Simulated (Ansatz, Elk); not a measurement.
# MoS: X-ray structure factors from the self-consistent density

Structure refinements treat a crystal as free atoms side by side. For a made-up structure of MoS (cell and positions from a PBE relaxation) the runs below show what the calculated density changes in F(hkl).

Program: Elk 11.2.3 (patched build). Level of theory: DFT, PBE, all-electron APW+lo, Dirac cores, scalar-relativistic bands, static density, no spin. Results are calculated unless marked as measured.

The structure was built from a prototype and need not be the compound's stable phase.

## 1. Starting point

The structure is cubic, space group Fm-3m (No. 225). Conventional cell: a = 4.956 Å, b = 4.956 Å, c = 4.956 Å, α = 90.00°, β = 90.00°, γ = 90.00°. Nearest to Mo lie 6 S at 2.48 Å. Nearest to S lie 6 Mo at 2.48 Å. Farther neighbours and most contacts between anions are not listed.

## 2. Ground state and structure factors

An all-electron density is needed, since X-rays see the cores too. Task 0 finds the density and task 195 Fourier-transforms it; tshift is off so that phases refer to the origin typed.

elk.in reads:

```
tasks
  0
  195

xctype
  20

spinpol
  .false.

rgkmax
  7.0

gmaxvr
  14.0

lmaxo
  7

lmaxapw
  8

swidth
  0.002

tshift
  .false.

ramdisk
  .false.

hmaxvr
  5.5

maxscl
  120

epspot
  1e-06

sppath
  './'

avec
  -0.00000000000 4.68284884969 4.68284884969
  4.68284884969 -0.00000000000 4.68284884969
  4.68284884969 4.68284884969 -0.00000000000

atoms
  2
  'Mo.in'
  1
  0.5000000000 0.5000000000 0.5000000000   0.000000 0.000000 0.000000
  'S.in'
  1
  -0.0000000000 0.0000000000 0.0000000000   0.000000 0.000000 0.000000

ngridk
  8 8 8
```

Run with:

```sh
> OMP_NUM_THREADS=4 elk
```

Numbers of over 12 decimals in the logs are rounded to 6 here.

Output:

```text
┌─────────────────────────┐
│ Elk code version 11.2.3 │
└─────────────────────────┘

All units are atomic (Hartree, Bohr, etc.)

┌─────────────────────────────────────────────────┐
│ Ground-state run starting from atomic densities │
└─────────────────────────────────────────────────┘

Lattice vectors :
  -0.000000000       4.682848850       4.682848850
   4.682848850      -0.000000000       4.682848850
   4.682848850       4.682848850      -0.000000000

Reciprocal lattice vectors :
 -0.6708721025      0.6708721025      0.6708721025
  0.6708721025     -0.6708721025      0.6708721025
  0.6708721025      0.6708721025     -0.6708721025

Unit cell volume      :    205.3810718
Brillouin zone volume :    1.207755959

Muffin-tin inner radius fraction :   0.1000000000E-01

Nuclei treated as point charges

Species : 1 (Mo)
 parameters loaded from : Mo.in
 name : molybdenum
 nuclear charge    :   -42.00000000
 electronic charge :    42.00000000
 atomic mass :    174887.9214
 muffin-tin radius :    2.509459794
 number of radial points in muffin-tin :   1193
 inner part over the whole radius :   0.9999803126E-02
 number on inner part of muffin-tin    :    848
 approximate nuclear radius :   0.8334154960E-04
 number of mesh points to nuclear radius :    420
 atomic positions (lattice), magnetic fields (Cartesian) :
  1 :   0.50000000  0.50000000  0.50000000    0.00000000  0.00000000  0.00000000

Species : 2 (S)
 parameters loaded from : S.in
 name : sulphur
 nuclear charge    :   -16.00000000
 electronic charge :    16.00000000
 atomic mass :    58450.91931
 muffin-tin radius :    2.123389056
 number of radial points in muffin-tin :    793
 inner part over the whole radius :   0.9996911835E-02
 number on inner part of muffin-tin    :    554
 approximate nuclear radius :   0.6195814986E-04
 number of mesh points to nuclear radius :    251
 atomic positions (lattice), magnetic fields (Cartesian) :
  1 :   0.00000000  0.00000000  0.00000000    0.00000000  0.00000000  0.00000000

Total number of atoms per unit cell :    2
Total muffin-tin volume :    106.2986758
 ratio of muffin-tin to unit cell volume :   0.5175680254

Spin treatment :
 spin-unpolarised

Number of Bravais lattice symmetries :   48
Number of crystal symmetries         :   48
Crystal has inversion symmetry
Real symmetric eigensolver will be used

k-point grid :      8     8     8
k-point offset :    0.000000000       0.000000000       0.000000000
k-point set is reduced with full crystal symmetry group
Total number of k-points :       29

Muffin-tin radius times maximum |G+k| :    7.000000000
 using average radius
Maximum |G+k| for APW functions       :    3.021898718
Maximum (1/2)|G+k|²                   :    4.565935931
Maximum |G| for potential and density :    14.00000000
Constant for pseudocharge density :    9
 order of it for each species :   16  16
 order of it for pair densities of each species (exact exchange by exxq0 0: 17) :   11   7
Radial integration step length :    1

G-vector grid sizes :     30    30    30
Number of G-vectors :     9505

Maximum angular momentum used for
 APW functions            :    8
 outer part of muffin-tin :    7
 inner part of muffin-tin :    2

Total nuclear charge    :   -58.00000000
Total core charge       :    38.00000000
Total valence charge    :    20.00000000
Total excess charge     :    0.000000000
Total electronic charge :    58.00000000

Effective Wigner radius, rₛ :   0.9455429721

Number of empty states         :      8
Total number of valence states :     19
Total number of core states    :     38

Third-order local-orbitals added for an l without core states : T
Total number of local-orbitals :     23

Exchange-correlation functional :     20     0     0
 Perdew-Burke-Ernzerhof, Phys. Rev. Lett. 77, 3865 (1996)
 gradient requirement :    1
 generalised gradient approximation (GGA)

Smearing type :    3
 Fermi-Dirac
Smearing width :   0.2000000000E-02
Effective electronic temperature (K) :    631.5500496

Mixing type :    3
[...]
xc potential                :     -192.91866681202
 exchange                    :     -146.54341619087
 correlation                 :     -2.854853
 electron entropic           :    -0.95625947967643E-03
 total energy                :     -4449.4961485171

Density of states at Fermi energy :    75.34549657
 (states/Hartree/unit cell)

Estimated indirect band gap :   0.2995428106E-02
 from k-point 28 to k-point 17
Estimated direct band gap   :   0.3280454303E-02
 at k-point 17

Charges :
 core                        :    38.00000000
 valence                     :    20.00000000
 interstitial                :    3.424798625
 muffin-tins (core leakage)
  species : 1 (Mo)
   atom 1                    :    39.77560130     (  0.3450770478E-06)
  species : 2 (S)
   atom 1                    :    14.79960008     (  0.1190061627E-03)
 total in muffin-tins        :    54.57520138
 total calculated charge     :    57.99870886
 total charge                :    58.00000000
 error                       :   0.1291137372E-02

RMS change in Kohn-Sham potential (target) :   0.3504714226     (  0.1000000000E-05)
Absolute change in total energy (target)   :   0.1448462386     (  0.1000000000E-03)

[... loops 3 to 13 left out ...]

┌──────────────────┐
│ Loop number : 14 │
└──────────────────┘

Energies :
 Fermi                       :     0.428334
 sum of occupied eigenvalues :     -2626.2759231281
 electron kinetic            :      4599.3058104063
 core electron kinetic       :      4489.7440915463
 Coulomb                     :     -8898.4364734267
 Coulomb potential           :     -7030.7974514610
 nuclear-nuclear             :     -572.62270948781
 electron-nuclear            :     -9635.5376345201
 Hartree                     :      1309.7238705812
 Madelung                    :     -5383.0377476962
 xc potential                :     -194.78428207333
 exchange                    :     -146.77550697570
 correlation                 :     -2.856096
 electron entropic           :    -0.10560231435421E-02
 total energy                :     -4448.7633219200

Density of states at Fermi energy :    84.55895200
 (states/Hartree/unit cell)

Estimated indirect band gap :   0.4592645444E-03
 from k-point 23 to k-point 26
Estimated direct band gap   :   0.1225854216E-01
 at k-point 17

Charges :
 core                        :    38.00000000
 valence                     :    20.00000000
 interstitial                :    3.221483646
 muffin-tins (core leakage)
  species : 1 (Mo)
   atom 1                    :    40.30285389     (  0.3130972708E-06)
  species : 2 (S)
   atom 1                    :    14.47566246     (  0.1178015435E-03)
 total in muffin-tins        :    54.77851635
 total calculated charge     :    57.99874412
 total charge                :    58.00000000
 error                       :   0.1255880267E-02

RMS change in Kohn-Sham potential (target) :   0.1385196362E-06 (  0.1000000000E-05)
Absolute change in total energy (target)   :   0.6002054215E-04 (  0.1000000000E-03)

Convergence targets achieved

┌──────────────────┐
│ Loop number : 15 │
└──────────────────┘

Energies :
 Fermi                       :     0.428334
 sum of occupied eigenvalues :     -2626.2759175488
 electron kinetic            :      4599.3058125156
 core electron kinetic       :      4489.7440905220
 Coulomb                     :     -8898.4364724974
 Coulomb potential           :     -7030.7974499004
 nuclear-nuclear             :     -572.62270948781
 electron-nuclear            :     -9635.5376341638
 Hartree                     :      1309.7238711542
 Madelung                    :     -5383.0377475472
 xc potential                :     -194.78428016395
 exchange                    :     -146.77550699805
 correlation                 :     -2.856096
 electron entropic           :    -0.10560229957463E-02
 total energy                :     -4448.7633188963

Density of states at Fermi energy :    84.55894310
 (states/Hartree/unit cell)

Estimated indirect band gap :   0.4592720513E-03
 from k-point 23 to k-point 26
Estimated direct band gap   :   0.1225855079E-01
 at k-point 17

Charges :
 core                        :    38.00000000
 valence                     :    20.00000000
 interstitial                :    3.221483329
 muffin-tins (core leakage)
  species : 1 (Mo)
   atom 1                    :    40.30285402     (  0.3130973383E-06)
  species : 2 (S)
   atom 1                    :    14.47566266     (  0.1178015325E-03)
 total in muffin-tins        :    54.77851667
 total calculated charge     :    57.99874412
 total charge                :    58.00000000
 error                       :   0.1255881177E-02

┌──────────────────────────────┐
│ Self-consistent loop stopped │
└──────────────────────────────┘

Warning : core states of species 2 leak from the muffin-tin :   0.1178015325E-03

Wrote STATE.OUT
```

Elapsed: 7.6 s, on 4 threads of Arm Neoverse V1, shared host; peak memory 0.16 GiB; 18 s of CPU time.

SFACRHO.OUT:

```text

h k l indices transformed by vhmat matrix:
   1.000000000       0.000000000       0.000000000    
   0.000000000       1.000000000       0.000000000    
   0.000000000       0.000000000       1.000000000    

      h      k      l  multipl.   |H|            Re(F)            Im(F)           |F|

      0      0      0      1   0.0000000       58.000000     -0.41841253E-16   58.000000    
     -1      0      0      8   1.1619846      -22.456579     -0.19004139E-13   22.456579    
      0     -1     -1      6   1.3417442       44.032537      0.37111348E-13   44.032537    
     -1      1      0     12   1.8975129       38.198629      0.12608257E-13   38.198629    
     -1      1     -1     24   2.2250310      -18.489151      0.82784029E-14   18.489151    
      0      0     -2      8   2.3239691       34.784100      0.29959567E-13   34.784100    
      2      2      0      6   2.6834884       32.370551     -0.55805099E-13   32.370551    
     -2      1      0     24   2.9242637      -16.006037      0.76199387E-14   16.006037    
      1      2     -1     24   3.0002313       30.518954     -0.56940967E-14   30.518954    
      3      1      0     24   3.2865887       29.046492     -0.49774429E-13   29.046492    
     -1      2      2     24   3.4859537      -14.361986      0.77376415E-14   14.361986    
     -3     -3     -3      8   3.4859537      -14.466400     -0.23349015E-13   14.466400    
     -2      0      2     12   3.7950257       26.669604     -0.17607802E-13   26.669604    
     -1      2     -2     48   3.9689329      -13.376291     -0.19752796E-13   13.376291    
     -1     -1     -4     24   4.0252326       25.709257      0.83569025E-13   25.709257    
      0     -3     -3      6   4.0252326       25.630145      0.14188739E-13   25.630145    
     -3     -2      1     24   4.2429677       24.765905      0.91782464E-14   24.765905    
      4      3      4     24   4.3992026      -12.635906      0.90298070E-13   12.635906
```

Elk indexes on the primitive cell of elk.in and gives |H| = 4π sin θ/λ in inverse bohr. Below, one row stands for each form hkl of the conventional cell (m members, Friedel mates merged), F is for one primitive cell and the density is static (no thermal factor). Free-atom factors are Waasmaier and Kirfel's, and R is Σm||F|−|F'||/Σm|F|.

```tsv
hkl	m	sin θ/λ (Å⁻¹)	abs F, DFT	neutral atoms	diff.
111	8	0.175	22.457	22.696	-0.239
200	6	0.202	44.032	44.150	-0.117
220	12	0.285	38.199	38.331	-0.132
311	24	0.335	18.489	18.415	+0.075
222	8	0.349	34.784	34.773	+0.011
400	6	0.404	32.371	32.306	+0.065
331	24	0.440	16.006	15.869	+0.137
420	24	0.451	30.519	30.459	+0.060
422	24	0.494	29.047	28.988	+0.058
511	24	0.524	14.362	14.386	-0.024
333	8	0.524	14.466	14.386	+0.081
440	12	0.571	26.670	26.689	-0.020
531	48	0.597	13.376	13.415	-0.038
442	24	0.605	25.709	25.733	-0.024
```

## 3. The highest occupied states alone

An energy window below the Fermi level keeps the highest occupied states, to see at which angles they scatter; shallow core shells can lie inside it and anion s states outside. No new self-consistency is needed.

elk.in: that of step 2 with these lines changed.

```diff
@@ -1,3 +1,2 @@
 tasks
-  0
   195
@@ -40,2 +39,5 @@
 
+wsfac
+  0.060840 0.728330
+
 sppath
```

Run with:

```sh
> OMP_NUM_THREADS=4 elk
```

Output:

```text
┌─────────────────────────────────┐
│ Elk code version 11.2.3 started │
└─────────────────────────────────┘

Info(readinput): the functional depends on the density's gradient
 muffin-tin radial points multiplied by    2.00000
 (not where nrmtscf is given)

┌────────────────────┐
│ Current task : 195 │
└────────────────────┘
Info(checkmt): changed muffin-tin radius of species 1 (Mo) from   2.6000 to   2.5095
Info(checkmt): changed muffin-tin radius of species 2 (S) from   2.2000 to   2.1234

Info(sfacrho): density structure factors written to SFACRHO.OUT

 Energy window :   0.6084000000E-01  0.7283300000

┌──────────────────┐
│ Elk code stopped │
└──────────────────┘
```

It took 2.6 s on 4 threads; peak memory 0.16 GiB; 3.8 s of CPU time.

States within 10 eV below the Fermi level hold 10.00 electrons; any levels below the window count with the cores. Their amplitudes can exceed the total, where window and core parts have opposite phase:

```tsv
hkl	sin θ/λ (Å⁻¹)	abs F, window	abs F, all
111	0.175	0.242	22.457
200	0.202	2.305	44.032
220	0.285	0.563	38.199
311	0.335	0.214	18.489
222	0.349	0.089	34.784
400	0.404	0.111	32.371
331	0.440	0.090	16.006
420	0.451	0.129	30.519
422	0.494	0.084	29.047
511	0.524	0.089	14.362
```

## 4. Another functional

The difference from free atoms is small, so it is set against the change that LDA (Perdew-Wang) makes.

elk.in: that of step 3 with these lines changed.

```diff
@@ -1,2 +1,3 @@
 tasks
+  0
   195
@@ -4,3 +5,3 @@
 xctype
-  20
+  3
 
@@ -39,5 +40,2 @@
 
-wsfac
-  0.060840 0.728330
-
 sppath
```

Run with:

```sh
> OMP_NUM_THREADS=4 elk
```

Output:

```text
┌─────────────────────────┐
│ Elk code version 11.2.3 │
└─────────────────────────┘

All units are atomic (Hartree, Bohr, etc.)

┌─────────────────────────────────────────────────┐
│ Ground-state run starting from atomic densities │
└─────────────────────────────────────────────────┘

Lattice vectors :
  -0.000000000       4.682848850       4.682848850
   4.682848850      -0.000000000       4.682848850
   4.682848850       4.682848850      -0.000000000

Reciprocal lattice vectors :
 -0.6708721025      0.6708721025      0.6708721025
[...]
interstitial                :    3.221407303
 muffin-tins (core leakage)
  species : 1 (Mo)
   atom 1                    :    40.31537490     ( -0.4574393081E-05)
  species : 2 (S)
   atom 1                    :    14.46321780     (  0.1126883573E-03)
 total in muffin-tins        :    54.77859270
 total calculated charge     :    57.99875626
 total charge                :    58.00000000
 error                       :   0.1243743726E-02

┌──────────────────────────────┐
│ Self-consistent loop stopped │
└──────────────────────────────┘

Warning : core states of species 2 leak from the muffin-tin :   0.1126883573E-03

Wrote STATE.OUT
[key lines of the parts left out:]
total energy                :     -4443.4255300969
```

It took 4.5 s on 4 threads; peak memory 0.16 GiB.

Against the first run R = 0.05 %; the largest change is -0.023 at 642.

## 5. A coarser k-mesh

About half the k-points along each axis test the sampling.

elk.in: that of step 4 with these lines changed.

```diff
@@ -5,3 +5,3 @@
 xctype
-  3
+  20
 
@@ -58,2 +58,2 @@
 ngridk
-  8 8 8
+  4 4 4
```

Run with:

```sh
> OMP_NUM_THREADS=4 elk
```

Output:

```text
┌─────────────────────────┐
│ Elk code version 11.2.3 │
└─────────────────────────┘

All units are atomic (Hartree, Bohr, etc.)

┌─────────────────────────────────────────────────┐
│ Ground-state run starting from atomic densities │
└─────────────────────────────────────────────────┘

Lattice vectors :
  -0.000000000       4.682848850       4.682848850
   4.682848850      -0.000000000       4.682848850
   4.682848850       4.682848850      -0.000000000

Reciprocal lattice vectors :
 -0.6708721025      0.6708721025      0.6708721025
[...]
interstitial                :    3.209102848
 muffin-tins (core leakage)
  species : 1 (Mo)
   atom 1                    :    40.31872417     (  0.3146568091E-06)
  species : 2 (S)
   atom 1                    :    14.47217298     (  0.1178409123E-03)
 total in muffin-tins        :    54.79089715
 total calculated charge     :    57.99878332
 total charge                :    58.00000000
 error                       :   0.1216678991E-02

┌──────────────────────────────┐
│ Self-consistent loop stopped │
└──────────────────────────────┘

Warning : core states of species 2 leak from the muffin-tin :   0.1178409123E-03

Wrote STATE.OUT
[key lines of the parts left out:]
total energy                :     -4448.7635921596
```

The job ended after 5.7 s (4 threads; peak memory 0.16 GiB; 10 s of CPU time).

Against the first run R = 0.03 %; the largest change is -0.029 at 400.

## 6. Basis size

A smaller basis shows how fast F responds to it; the change is likely larger than the basis error of the first run, but doesn't show convergence.

elk.in: that of step 5 with these lines changed.

```diff
@@ -11,3 +11,3 @@
 rgkmax
-  7.0
+  5.5
 
@@ -58,2 +58,2 @@
 ngridk
-  4 4 4
+  8 8 8
```

Run with:

```sh
> OMP_NUM_THREADS=4 elk
```

Output:

```text
┌─────────────────────────┐
│ Elk code version 11.2.3 │
└─────────────────────────┘

All units are atomic (Hartree, Bohr, etc.)

┌─────────────────────────────────────────────────┐
│ Ground-state run starting from atomic densities │
└─────────────────────────────────────────────────┘

Lattice vectors :
  -0.000000000       4.682848850       4.682848850
   4.682848850      -0.000000000       4.682848850
   4.682848850       4.682848850      -0.000000000

Reciprocal lattice vectors :
 -0.6708721025      0.6708721025      0.6708721025
[...]
interstitial                :    3.323055949
 muffin-tins (core leakage)
  species : 1 (Mo)
   atom 1                    :    40.23734697     (  0.3115227578E-06)
  species : 2 (S)
   atom 1                    :    14.43959708     (  0.1172224533E-03)
 total in muffin-tins        :    54.67694405
 total calculated charge     :    57.99926179
 total charge                :    58.00000000
 error                       :   0.7382089308E-03

┌──────────────────────────────┐
│ Self-consistent loop stopped │
└──────────────────────────────┘

Warning : core states of species 2 leak from the muffin-tin :   0.1172224533E-03

Wrote STATE.OUT
[key lines of the parts left out:]
total energy                :     -4448.7114481380
```

It took 7.1 s on 4 threads; peak memory 0.16 GiB; 16 s of CPU time.

Against the first run R = 0.04 %; the largest change is +0.046 at 222.

## 7. Settings against the effect

```tsv
run	R against the first run (%)	R against neutral atoms, low angle (%)	wall time
PBE, rgkmax 7	0.00	0.47	7.6 s
LDA (Perdew-Wang)	0.05	0.47	4.5 s
k-mesh 4×4×4	0.03	0.44	5.7 s
rgkmax 5.5	0.04	0.52	7.1 s
```

## 8. Results

```yaml
r_against_neutral_atoms_sin_theta_lambda_0p3_a_minus1: 0.47 %
r_against_neutral_atoms_0p3_to_0p83_a_minus1: 0.31 %
```

In words: Independent neutral atoms miss the calculated amplitudes by R = 0.47 % below 0.3 Å⁻¹ and 0.31 % from there to 0.83 Å⁻¹; by shells, 0.47 % 0.15 to 0.3 (3 forms), 0.43 % 0.3 to 0.45 (4 forms), 0.29 % above 0.45 (20 forms). Bonding, aspherical density and the tables' own atoms all enter these figures, and the runs don't part them. The largest change of an amplitude is -0.24 electrons, at 111. The window's part falls from 10.0 electrons at the origin to at most 0.14 between 0.45 and 0.83 Å⁻¹. Below 0.3 Å⁻¹ the changes that finished (LDA (Perdew-Wang), k-mesh 4×4×4 and rgkmax 5.5) move F by R = 0.05 % at most, against the 0.47 % that separates it from free atoms. These runs have no spin, though d or f shells may be open. Part of the difference isn't bonding: the tables are fits to free atoms and ions calculated by other methods than this functional. Thermal motion, anomalous dispersion and extinction are left out.

[Logs are printed without paths, hosts, clocks, repeated set-up lines and the standing remarks that a program may print on its own settings, such as how far it seeks lower states.]

[Hosts, paths, dates, database ids (printed as entryN), source tags and the programs' standing remarks are cut or masked in the printed files.]
